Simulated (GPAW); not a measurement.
Consider Al (Aluminum, Fm-3m).

```xyz
1
Lattice="0.0000 2.0248 2.0248 2.0248 0.0000 2.0248 2.0248 2.0248 0.0000" Properties=species:S:1:pos:R:3 pbc="T T T"
Al    0.0000    0.0000    0.0000
```

Absorber: atom 1, with 12 Al at 2.86 Å (cuboctahedral, site symmetry m-3m). Method: GPAW, PBE, excited-electron core hole (neutral cell), 8-atom cell with 5.7 Å between holes, 7×7×7 k points, dipole transitions, Gaussian full width 0.9 eV up to 4 eV, rising linearly to 3.5 eV at 25 eV.

Where do the maxima of the Al K edge fall?

Main maxima up to 24 eV above the zero (height): 2.8 eV (1.12), 4.3 eV (1.60) and 11.8 eV (1.21). A K edge sees empty p states on the absorber. The total-energy difference is 1570.97 eV. One term is added: -13.99 eV, since the hole is spin-paired here and a spin-polarised one costs that much less in the free atom (computed apart). The photon energy is then 1556.98 eV. The tabulated edge of the element is 1559 eV. The functional leaves an error of a few eV in such absolute values.

The Al K spectrum (energy from the lowest empty level; intensity scaled to a mean of 1 over the first 20 eV):

```csv
E (eV),intensity
-2.0,0.00
-1.4,0.00
-0.8,0.02
-0.2,0.23
0.4,0.64
1.0,0.88
1.6,0.92
2.2,1.05
2.8,1.12
3.4,1.09
4.0,1.48
4.6,1.50
5.2,1.37
5.8,1.26
6.4,1.15
7.0,0.99
7.6,0.91
8.2,0.93
8.8,0.91
9.4,0.91
10.0,0.95
10.6,1.03
11.2,1.15
11.8,1.21
12.4,1.15
13.0,1.08
13.6,1.07
14.2,1.04
14.8,0.97
15.4,0.90
16.0,0.88
16.6,0.87
17.2,0.83
17.8,0.77
18.4,0.72
19.0,0.70
19.6,0.68
20.2,0.66
20.8,0.62
21.4,0.57
22.0,0.51
22.6,0.45
23.2,0.39
23.8,0.34
24.4,0.30
25.0,0.26
25.6,0.24
26.2,0.23
26.8,0.25
27.4,0.29
28.0,0.36
28.6,0.47
29.2,0.60
```

The holes are only 5.7 Å apart, so the shape is probably not converged with cell size; no larger cell was run here. The structure is a published determination, not relaxed.

[Banner, clock and machine lines of the logs are left out without a mark of their own.]

[Logs are printed without paths, hosts, clocks, repeated set-up lines and the standing remarks that a program may print on its own settings, such as how far it seeks lower states.]

[Hosts, paths, dates, database ids (printed as entryN), source tags and the programs' standing remarks are cut or masked in the printed files.]

[Lists of maxima count a maximum above −3 eV only where it reaches 4 % of the highest in the window and stands out from its surroundings by 2 % of it (1.5 % where it reaches 55 %); shoulders and weaker maxima are passed over, and of the rest the first, up to two pre-edge ones and the few strongest are named.]
